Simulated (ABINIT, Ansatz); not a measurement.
# BaNaH6Ir (F-43m): bands and cutoff in G0W0 with ABINIT, part 2 of 2

Wanted: a converged G0W0 gap of BaNaH6Ir (F-43m), or an estimate of the limit.

ABINIT 10.8.3; LDA and many-body steps on it, plane waves. Known limits of the many-body steps: not at the basis limit; no spin polarisation; d states lean on the start; no spin-orbit coupling; coarse k mesh.

So far. Step 3 (Screening, 2×2×2 mesh, 45 bands, screening to 62.6 eV): Local fields lower ε∞ by 17 %. On a Γ-centred mesh this coarse the value itself is usually too large, while a short band sum pulls it down. Step 4 (45 bands, 62.6 eV): The gap on the mesh goes from 2.99 eV to 4.17 eV, a correction of +1.18 eV.

## Step 6: 100 bands, 114.3 eV

This step: G0W0 on LDA, plane waves, norm-conserving pseudopotentials.

The input, run.abi:

```
acell 3*1.0 Angstrom
rprim 
  -0.000000000000 3.922549000000 3.922549000000
  3.922549000000 -0.000000000000 3.922549000000
  3.922549000000 3.922549000000 -0.000000000000
ntypat 4
znucl 11 56 1 77
natom 9
typat 1 2 3 3 3 3 3 3 4
xred 
  0.250000000000 0.250000000000 0.250000000000
  0.750000000000 0.750000000000 0.750000000000
  0.784973000000 0.215027000000 0.215027000000
  0.215027000000 0.784973000000 0.215027000000
  0.784973000000 0.784973000000 0.215027000000
  0.215027000000 0.784973000000 0.784973000000
  0.784973000000 0.215027000000 0.784973000000
  0.215027000000 0.215027000000 0.784973000000
  0.000000000000 0.000000000000 0.000000000000
pp_dirpath "pseudos"
pseudos "Na.upf, Ba.upf, H.upf, Ir.upf"
ecut 38
ngkpt 2 2 2
nshiftk 1
shiftk 0 0 0
kptopt 1
chksymbreak 0
istwfk *1
occopt 1
irdwfk 1
optdriver 4
nband 100
gwcalctyp 0
ecutsigx 38
symsigma 1
nkptgw 2
kptgw 
  0.0000000000 0.0000000000 0.0000000000
  0.5000000000 0.5000000000 0.0000000000
bdgw 
  19 24
  20 23
ecuteps 4.2
irdscr 1
ppmodel 1
indata_prefix "in"
outdata_prefix "out"
tmpdata_prefix "tmp"
```

Run with:

```bash
$ OMP_NUM_THREADS=1 mpirun -n 4 abinit run.abi > log
```

Numbers of over 12 decimals in the logs are rounded to 6 here.

The program printed:

```text
.Version 10.8.3 of ABINIT. v10.8.2 released Aug 2026.

 Symmetries : space group F-4 3 m (#216); Bravais cF (face-center cubic)
[... echo of the input left out ...]
== DATASET  1 ==================================================================
-   mpi_nproc: 4, omp_nthreads: 1 (-1 if OMP is not activated)

--- !DatasetInfo
iteration_state: {dtset: 1, }
dimensions: {natom: 9, nkpt: 3, mband: 100, nsppol: 1, nspinor: 1, nspden: 1, mpw: 9185, }
cutoff_energies: {ecut:  38.0, pawecutdg:  -1.0, }
electrons: {nelect:   4.20000000E+01, charge:   0.00000000E+00, occopt:   1.00000000E+00, tsmear:   1.00000000E-02, }

 SIGMA: Calculation of the GW corrections

 Based on a program developped by R.W. Godby, V. Olevano, G. Onida, and L. Reining.
 Incorporated in ABINIT by V. Olevano, G.-M. Rignanese, and M. Torrent.
.Using double precision arithmetic ; gwpc =  8

[... cell and pseudopotentials left out ...]
--------------------------------------------------------------------------------

 ==== K-mesh for the wavefunctions ====
 Number of points in the irreducible wedge :     3
[... list of points left out ...]
 Together with 24 symmetry operations and time-reversal symmetry
 yields     8 points in the full Brillouin Zone.

 ==== Q-mesh for screening function ====
 Number of points in the irreducible wedge :     3
[... list of points left out ...]
 Together with 24 symmetry operations and time-reversal symmetry
 yields     8 points in the full Brillouin Zone.

 vcoul_init : cutoff-mode = AUXILIARY_FUNCTION
 q-points for optical limit:   1
     1)      0.000010    0.000020    0.000030
 setmesh: FFT mesh size selected  =    60x   60x   60
          total number of points  =       216000

 Number of electrons calculated from density =   42.0000; Expected =   42.0000
[...]
number of omega for Sigma on real axis              0
 max omega for Sigma on real axis  [eV]           0.00
 zcut for avoiding poles [eV]                     0.10

 EPSILON^-1 parameters (SCR file):
 dimension of the eps^-1 matrix on file            331
 dimension of the eps^-1 matrix used               331
 number of plane-waves for wavefunctions          9185
 number of bands                                   100
 number of q-points in IBZ                           3
 number of frequencies                               2
 number of real frequencies                          1
 number of imag frequencies                          1

 matrix elements of self-energy operator (all in [eV])

 Perturbative Calculation

--- !SelfEnergy_ee
iteration_state: {dtset: 1, }
kpoint     : [   0.000,    0.000,    0.000, ]
spin       : 1
KS_gap     :    4.356
QP_gap     :    5.357
Delta_QP_KS:    1.001
data: !SigmaeeData |
     Band     E0 <VxcDFT>   SigX SigC(E0)      Z dSigC/dE  Sig(E)    E-E0       E
       19   1.722 -18.170 -21.641   3.758   0.782  -0.279 -17.946   0.223   1.945
       20   1.722 -18.170 -21.641   3.758   0.782  -0.279 -17.946   0.223   1.945
       21   1.722 -18.170 -21.641   3.758   0.782  -0.279 -17.946   0.223   1.945
[...]
--- !SelfEnergy_ee
iteration_state: {dtset: 1, }
kpoint     : [   0.500,    0.500,    0.000, ]
spin       : 1
KS_gap     :    3.020
QP_gap     :    4.219
Delta_QP_KS:    1.198
data: !SigmaeeData |
     Band     E0 <VxcDFT>   SigX SigC(E0)      Z dSigC/dE  Sig(E)    E-E0       E
[...]
22   4.712 -11.462  -7.150  -2.634   0.833  -0.201 -10.065   1.397   6.109
       23   6.945 -11.156  -6.632  -2.814   0.833  -0.200  -9.731   1.425   8.370

== END DATASET(S) ==============================================================
================================================================================

 -outvars: echo values of variables after computation  --------
           etotal      0.0000000000E+00
            nband         100
             nkpt           3
          spgroup         216
 [... the other variables as echoed above ...]

 Calculation completed.
```

Elapsed: 9.8 s, on 4 MPI ranks of Arm Neoverse V1, shared host; peak memory 0.96 GiB; 39 s of CPU time.

Numbers from this step:

```yaml
g0w0_gap_on_the_points_computed: 4.164 eV
starting_gap_on_the_mesh: 2.990 eV
k_of_the_valence_top: 0, 0, 0
k_of_the_conduction_bottom: 0.5, 0.5, 0
z_at_the_valence_top: 0.782
z_at_the_conduction_bottom: 0.833
least_direct_g0w0_gap_on_the_computed_points: 4.219 eV
```

Against G0W0 in ABINIT (2×2×2 mesh, 45 bands, screening to 62.6 eV, Godby-Needs plasmon pole), the gap moves by −0.002 eV.

## Step 7: Screening, 2×2×2 mesh, 217 bands, screening to 176.9 eV

This step: RPA screening on LDA, plane waves, norm-conserving pseudopotentials.

Edit run.abi of step 6 so:

```diff
@@ -30,17 +30,8 @@
 irdwfk 1
-optdriver 4
-nband 100
-gwcalctyp 0
-ecutsigx 38
-symsigma 1
-nkptgw 2
-kptgw 
-  0.0000000000 0.0000000000 0.0000000000
-  0.5000000000 0.5000000000 0.0000000000
-bdgw 
-  19 24
-  20 23
-ecuteps 4.2
-irdscr 1
-ppmodel 1
+optdriver 3
+nband 217
+ecuteps 6.5
+inclvkb 2
+awtr 1
+symchi 1
 indata_prefix "in"
```

The program printed:

```text
.Version 10.8.3 of ABINIT. v10.8.2 released Aug 2026.

 Symmetries : space group F-4 3 m (#216); Bravais cF (face-center cubic)
[... echo of the input left out ...]
== DATASET  1 ==================================================================
-   mpi_nproc: 4, omp_nthreads: 1 (-1 if OMP is not activated)

--- !DatasetInfo
iteration_state: {dtset: 1, }
dimensions: {natom: 9, nkpt: 3, mband: 217, nsppol: 1, nspinor: 1, nspden: 1, mpw: 9185, }
cutoff_energies: {ecut:  38.0, pawecutdg:  -1.0, }
[...]
--------------------------------------------------------------------------------
[... chi0 elements left out ...]
 For q-point:  0.000010 0.000020 0.000030
  dielectric constant =   4.1046
  dielectric constant without local fields =   5.0447

  Average fulfillment of the sum rule on Im[epsilon] for q-point    1 :     76.73  [%]
[... wings left out ...]
  q-point number  2        q = ( 0.500000, 0.000000, 0.000000) [r.l.u.]
--------------------------------------------------------------------------------
[... chi0 elements left out ...]
  Average fulfillment of the sum rule on Im[epsilon] for q-point    2 :     81.39  [%]

 [... 1 further q-points ...]
```

The job ended after 50 s (4 MPI ranks; peak memory 2.3 GiB; 3.3 min of CPU time).

Numbers from this step:

```
ε∞ with local fields, on this mesh, along the program's q direction : 4.105
the same without local fields                                       : 5.045
plasma frequency                                                    : 21.90 eV
plane waves in the screening matrix                                 : 645
```

## Step 8: 217 bands, 176.9 eV

This step: G0W0 on LDA, plane waves, norm-conserving pseudopotentials.

Edit run.abi of step 7 so:

```diff
@@ -30,8 +30,17 @@
 irdwfk 1
-optdriver 3
+optdriver 4
 nband 217
+gwcalctyp 0
+ecutsigx 38
+symsigma 1
+nkptgw 2
+kptgw 
+  0.0000000000 0.0000000000 0.0000000000
+  0.5000000000 0.5000000000 0.0000000000
+bdgw 
+  19 24
+  20 23
 ecuteps 6.5
-inclvkb 2
-awtr 1
-symchi 1
+irdscr 1
+ppmodel 1
 indata_prefix "in"
```

The program printed:

```text
.Version 10.8.3 of ABINIT. v10.8.2 released Aug 2026.

 Symmetries : space group F-4 3 m (#216); Bravais cF (face-center cubic)
[... echo of the input left out ...]
== DATASET  1 ==================================================================
-   mpi_nproc: 4, omp_nthreads: 1 (-1 if OMP is not activated)

--- !DatasetInfo
iteration_state: {dtset: 1, }
dimensions: {natom: 9, nkpt: 3, mband: 217, nsppol: 1, nspinor: 1, nspden: 1, mpw: 9185, }
cutoff_energies: {ecut:  38.0, pawecutdg:  -1.0, }
[...]
Band     E0 <VxcDFT>   SigX SigC(E0)      Z dSigC/dE  Sig(E)    E-E0       E
[...]
22   4.712 -11.462  -7.150  -2.916   0.830  -0.204 -10.303   1.158   5.870
       23   6.945 -11.156  -6.632  -3.130   0.831  -0.203  -9.998   1.158   8.103

== END DATASET(S) ==============================================================
================================================================================

 -outvars: echo values of variables after computation  --------
           etotal      0.0000000000E+00
            nband         217
             nkpt           3
          spgroup         216
 [... the other variables as echoed above ...]

 Calculation completed.
```

The job ended after 42 s (4 MPI ranks; peak memory 1.9 GiB; 2.8 min of CPU time).

This step gave:

| Item | Value |
| --- | --- |
| G0W0 gap on the points computed | 4.238 eV |
| starting gap on the mesh | 2.990 eV |
| k of the valence top | 0, 0, 0 |
| k of the conduction bottom | 0.5, 0.5, 0 |
| least direct G0W0 gap on the computed points | 4.298 eV |

Against G0W0 in ABINIT (2×2×2 mesh, 100 bands, screening to 114.3 eV, Godby-Needs plasmon pole), the gap moves by +0.074 eV.

## Step 9: Side by side

Times are wall times on 4 MPI ranks of Arm Neoverse V1, shared host, good to a factor of about two. A run's time includes the screening step that it read.

```tsv
run	mesh	bands	screening cutoff (eV)	DFT gap (eV)	gap on the mesh (eV)	direct (eV)	ε∞ used	time
45 bands, 62.6 eV	2×2×2	45	62.6	2.990	4.166	4.203	4.08	13 s
100 bands, 114.3 eV	2×2×2	100	114.3	2.990	4.164	4.219	4.10	27 s
217 bands, 176.9 eV	2×2×2	217	176.9	2.990	4.238	4.298	4.10	92 s
```

## Step 10: Summary of results

```yaml
45_bands_62p6_ev: 4.166 eV
100_bands_114p3_ev: 4.164 eV
217_bands_176p9_ev: 4.238 eV
known_limits: not at the basis limit; no spin polarisation; d states lean on the start; no spin-orbit coupling; coarse k mesh
```

From the first rung to the last the gap moves by +0.07 eV for 7.0 times the time. The gap turns back along the series, so no limit is drawn from it. In the first G0W0 run levels were corrected at 2 k points alone, so a gap called «on the mesh» is the least over those, and an edge elsewhere would be missed. The 2×2×2 mesh is coarse for this cell, which bears on the long-range parts of exchange and screening. The runs have no spin polarisation. For a closed low-spin shell that is the natural state; where a d or f shell is open it is a constraint, and the gap is then not the crystal's own. With d states at the gap, one-shot GW leans hard on its start. The many-body steps are scalar-relativistic: spin-orbit coupling is not in them.

[Paths, hosts, dates, memory and timing lines, banners, echoed tables and standing remarks are left out of the program output.]

[Logs are printed without paths, hosts, clocks, repeated set-up lines and the standing remarks that a program may print on its own settings, such as how far it seeks lower states.]

[Runs of the session that timed out or met a known fault of the program may be left out.]

[No measured gap is set beside runs whose start may be inverted or whose files or cutoffs have a known fault.]

[Hosts, paths, dates, database ids (printed as entryN), source tags and the programs' standing remarks are cut or masked in the printed files.]

[G0W0 gaps are taken among the corrected bands and points alone; a level outside them can change the order at an edge.]

[Where Ansatz stands beside ABINIT at settings called matched, ABINIT's density can come from a denser mesh and the files from another edition; pairs whose starting gaps differed by over 0.03 eV were left out, so agreement reads better than it is.]
